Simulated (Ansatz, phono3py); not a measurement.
# Heat carried by phonons in NaF (Villiaumite, Fm-3m), part 4 of 4

Wanted: κ(T), lifetimes and mean free paths for NaF (Villiaumite).

What experiment has found for this phase:
- thermal conductivity 18.4 W/m/K near room temperature (given in “Combining the AFLOW GIBBS and Elastic Libraries to efficiently and robustly screen thermo-mechanical properties of solids”, 2017, arXiv:1611.05714)
- thermal conductivity 16.5 W/m/K near room temperature (given in “Predicting the lattice thermal conductivity of solids by solving the Boltzmann transport equation: AFLOW - AAPL an automated, accurate and efficient framework”, 2017, arXiv:1611.05481)

Ansatz 0.2.0; DFT PBEsol, scalar-relativistic, plane waves, PAW.

So far, κ at 300 K (relaxation time) (W/m/K): step 5 (third-order constants on small settings) 106. Also highest frequency (cm⁻¹): step 5 400. The relaxed cell has a = 4.629 Å (conventional setting).

## (6) Third-order constants and the Boltzmann equation, third order supercell 3×3×3, pair cutoff 3.423 Å (continued)

Spectral kappa at 300 K, relaxation time (W/m/K/THz) against frequency; read off at these points:

```tsv
frequency (THz)	spectral kappa at 300 K, relaxation time (W/m/K/THz)
0.10	0
0.50	4.04
0.70	0
1.10	1.17
1.30	1.86
1.70	2.16
2.10	1.37
2.30	1.75
2.70	1.20
2.90	1.54
3.30	1.46
3.70	1.79
3.90	3.73
4.30	4.84
4.50	4.40
4.90	6.83
5.30	5.12
5.50	6.40
5.90	5.72
6.10	3.07
6.50	3.92
6.70	2.99
7.10	3.45
7.50	1.38
7.70	0.826
8.10	0.398
8.30	0.575
8.70	0.457
9.10	0.344
9.30	0.460
9.70	0.288
9.90	0.148
10.30	0.0627
10.70	0.0612
10.90	0.0293
11.30	0.0102
11.50	0.00393
11.90	3.2e-4
```

Relaxation-time solution. Share of κ carried by shorter paths against mean free path:

```tsv
mean free path (nm)	100 K	300 K	800 K
0.316	0	0	0.001
0.464	0	0	0.003
0.681	0	0.001	0.01
1	0	0.001	0.028
1.47	0	0.004	0.065
2.15	0	0.015	0.156
3.16	0	0.034	0.266
4.64	0.002	0.082	0.389
6.81	0.006	0.182	0.526
10	0.011	0.287	0.648
14.7	0.019	0.424	0.77
21.5	0.049	0.553	0.877
31.6	0.129	0.672	0.914
46.4	0.231	0.805	0.922
68.1	0.331	0.89	0.929
100	0.467	0.908	0.955
147	0.588	0.92	0.955
215	0.731	0.925	0.964
316	0.83	0.953	0.969
464	0.861	0.953	0.979
681	0.875	0.967	1
1000	0.886	0.967	1
1470	0.915	1	1
2150	0.93	1	1
3160	0.95	1	1
4640	0.95	1	1
6810	0.983	1	1
10000	1	1	1
```

300 K; a sample spread over frequency. Mode lifetimes, by row, the first 40 of 90 rows:

```tsv
q1	q2	q3	branch	frequency (THz)	rms speed (km/s)	three-phonon rate (1/ps)	isotope rate (1/ps)	lifetime (ps)	mean free path (nm)
0	0	0.0435	1	0.576	3.63	0.0759	0	13.2	47.8
0	0.1304	0.1304	1	1.701	2.85	0.0182	0	54.9	156
0	0.087	0.087	3	2.224	5.75	0.364	0	2.74	15.8
0	0.087	0.2174	2	2.656	3.53	0.564	0	1.77	6.26
0	0.087	-0.1739	2	2.959	3.42	1	0	0.997	3.41
0	0.2174	0.3043	1	3.221	2.12	0.118	0	8.49	18
0.0435	0.2174	0.3478	1	3.424	2.39	0.19	0	5.26	12.6
0	0.1304	0.3478	1	3.601	2.37	0.48	0	2.08	4.93
0.0435	0.1739	-0.1739	2	3.795	3.26	0.743	0	1.35	4.39
0	0.3478	0.3913	1	3.907	1.22	0.077	0	13	15.9
0	0.3478	0.4348	1	4.058	1.08	0.131	0	7.65	8.26
0	0.0435	0.3478	2	4.187	2.94	0.537	0	1.86	5.47
0	0.3043	0.4783	1	4.246	1.24	0.194	0	5.17	6.42
0.0435	0.1739	0.2174	3	4.326	4.93	0.687	0	1.45	7.17
0.087	0.3913	0.4783	2	4.408	2.23	0.175	0	5.71	12.7
0.0435	0.4348	-0.3913	1	4.522	1.35	0.165	0	6.05	8.16
0	0.0435	-0.3913	1	4.612	2.19	0.35	0	2.86	6.28
0	0.1304	-0.3043	2	4.673	2.66	0.595	0	1.68	4.48
0.0435	0.1304	-0.3043	2	4.756	2.73	0.523	0	1.91	5.22
0.087	0.2174	-0.3043	1	4.85	2.58	0.261	0	3.83	9.89
0.1739	0.3478	-0.4783	1	4.935	2.85	0.0459	0	21.8	62
0	0.3043	-0.3478	1	4.989	1.17	0.232	0	4.3	5.02
0.0435	0.087	-0.4783	1	5.066	1.54	0.3	0	3.33	5.14
0	0.3043	-0.3043	1	5.142	1.03	0.265	0	3.78	3.9
0	0.1739	-0.3913	1	5.193	0.8	0.297	0	3.37	2.69
0.0435	0.2174	-0.3043	2	5.261	1.41	0.376	0	2.66	3.76
0	0.1739	-0.1739	3	5.33	3.87	0.219	0	4.57	17.7
0.087	0.4348	-0.3913	2	5.426	3.63	0.0836	0	12	43.4
0.1739	0.4783	-0.3478	2	5.522	2.46	0.189	0	5.28	13
0.087	0.1739	0.3478	3	5.64	3.91	0.304	0	3.29	12.9
0.1304	0.3913	-0.3913	2	5.796	3.31	0.138	0	7.26	24
0.2174	0.4783	-0.3043	1	5.892	2.51	0.0525	0	19	47.9
0	0.0435	-0.4783	4	5.939	1.46	0.328	0	3.05	4.46
0.087	0.2609	-0.2609	3	6.013	0.97	0.321	0	3.11	3.02
0	0.1304	-0.2609	3	6.08	3.89	0.268	0	3.73	14.5
0	0.2609	-0.4348	2	6.162	1.53	0.197	0	5.07	7.76
0	0.0435	0.3913	3	6.238	1.24	0.309	0	3.24	4
0.0435	0.1304	-0.2609	3	6.28	3.74	0.271	0	3.68	13.8
0.2174	0.4783	-0.2609	3	6.346	2.31	0.0567	0	17.6	40.7
0.0435	0.1739	0.4348	3	6.428	1.83	0.324	0	3.08	5.64
```

Without the LO-TO term. Gamma linewidths, by row:

```tsv
branch	frequency (cm⁻¹)	three-phonon rate (1/ps)	isotope rate (1/ps)	FWHM (cm⁻¹)
4	239.4	0.513	0	2.73
5	239.4	0.513	0	2.73
6	239.4	0.513	0	2.73
```

W/m/K, third of the trace; RTA populations with a boundary rate v/L added to each mode (Matthiessen's rule). Kappa by grain size, by row:

```tsv
T (K)	bulk	10 nm	30 nm	100 nm	300 nm	1000 nm	10000 nm	100000 nm
100	73.26	8.476	18.39	34.14	48.64	60.11	70.26	72.86
300	23.1	8.544	13.46	17.94	20.45	21.9	22.92	23.08
600	11.54	5.999	8.269	9.93	10.75	11.21	11.5	11.54
```

At 300 K the relaxation-time value is 23.3 W/(m K).

## (7) Levels and costs side by side

Ladder, by row:

```tsv
cells or q mesh	k mesh	pair cutoff	atoms in the supercell	q-mesh of the transport sums	κ at 300 K (relaxation time) (W/m/K)	κ at 300 K (full solution) (W/m/K)	core-minutes
2x2x2	6x6x6	2.465	16	13×13×13	105.7	110.6	11.8
6x6x6	6x6x6	3.423	54	23×23×23	23.29	-	107.8
```

## (8) Results

```yaml
highest_frequency: 400.5 cm⁻¹
debye_temperature_from_the_second_moment: 422 K
kappa_at_300_k_relaxation_time: 23.29 W/m/K
mean_free_path_at_half_of_kappa: 18.6 nm
share_of_kappa_above_the_three_lowest_branches: 0.147
```

The lattice of NaF (Villiaumite) conducts 23.3 W/(m K) at 300 K by PBEsol (mean over directions). Above 300 K the relaxation-time κ falls as T^-0.97, near the 1/T law of three-phonon scattering. Grains of 100 nm would keep 78 % of the bulk value at 300 K, and grains of 1 µm 95 %. The first rung (16 atoms, cutoff 2.46 Å) gave 106 W/(m K) by relaxation time for 0.11 times the cost of the last; short cutoffs miss scattering channels and can err either way, and the meshes changed too. A measured thermal conductivity near room temperature is 18.4 W/m/K (arXiv:1611.05714); the calculated 29.5 W/m/K differs by +60 %. Four-phonon, defect and boundary scattering, which are left out, would lower the calculated value; thermal expansion is left out too. The last run computed the relaxation-time solution alone; it counts normal processes as resistive, so the full solution usually lies higher: phono3py's direct solution on these constants gave 29.46 W/(m K) on a 19×19×19 mesh, and that is the three-phonon value to set against a measurement. The sum rules changed one orbit of cubic constants by up to 11 %; by the manual a large change points to a short cutoff or, on a small and distant orbit, to noisy forces. The conductivities include the coherence part between close branches; the shares for grains, isotopes, branches and paths are of the relaxation-time populations alone. Cubic couplings among atoms farther apart than the pair cutoff are dropped, and neither the cutoff nor the q-mesh was shown to be converged here. The PAW files were made for PBE and are used here under another functional, for which the program regenerates the frozen cores.

[Logs are printed without paths, hosts, clocks, repeated set-up lines and the standing remarks that a program may print on its own settings, such as how far it seeks lower states.]

[Hosts, paths, dates, database ids (printed as entryN), source tags and the programs' standing remarks are cut or masked in the printed files.]

[A step with changed settings may run another functional than the one named; its input shows which.]

[Pressures of single members of a volume series are the stress at the run's cutoff; with an incomplete basis they can lie off −dE/dV of the same runs, and they are not shown converged.]
